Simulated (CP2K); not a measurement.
The C K edge of vinylallene was computed by TDDFT (CP2K XAS_TDP, aug-cc-pVDZ, TDA) at these levels: PBE, PBEh(45%) and PBEh(45%) + GW2X. The first three lines of C1 (bonded to C and 2 H) with a strength over 0.0015, energy in eV and strength:

```csv
run,first,second,third
1,287.68 (0.046),289.21 (0.002),290.36 (0.003)
2,268.83 (0.020),269.86 (0.003),269.89 (0.002)
3,281.62 (0.047),283.15 (0.002),284.30 (0.003)
```

Question: Which run is which?

Run 1: PBEh(45%) + GW2X (45 % exact exchange). Run 2: PBE (0 % exact exchange). Run 3: PBEh(45%) (45 % exact exchange). Self-interaction lifts the core level, so the uncorrected lines rise with the share of exact exchange. The GW2X run keeps the spacings of its parent: 1.53 eV between the first two lines in run 1, 1.53 eV in run 3. Its shift is +6.06 eV, since the Kohn–Sham level at this share of exchange lies that far above the quasiparticle level.

[Banner, clock and machine lines of the logs are left out without a mark of their own.]

[Logs are printed without paths, hosts, clocks, repeated set-up lines and the standing remarks that a program may print on its own settings, such as how far it seeks lower states.]

[Hosts, paths, dates, database ids (printed as entryN), source tags and the programs' standing remarks are cut or masked in the printed files.]
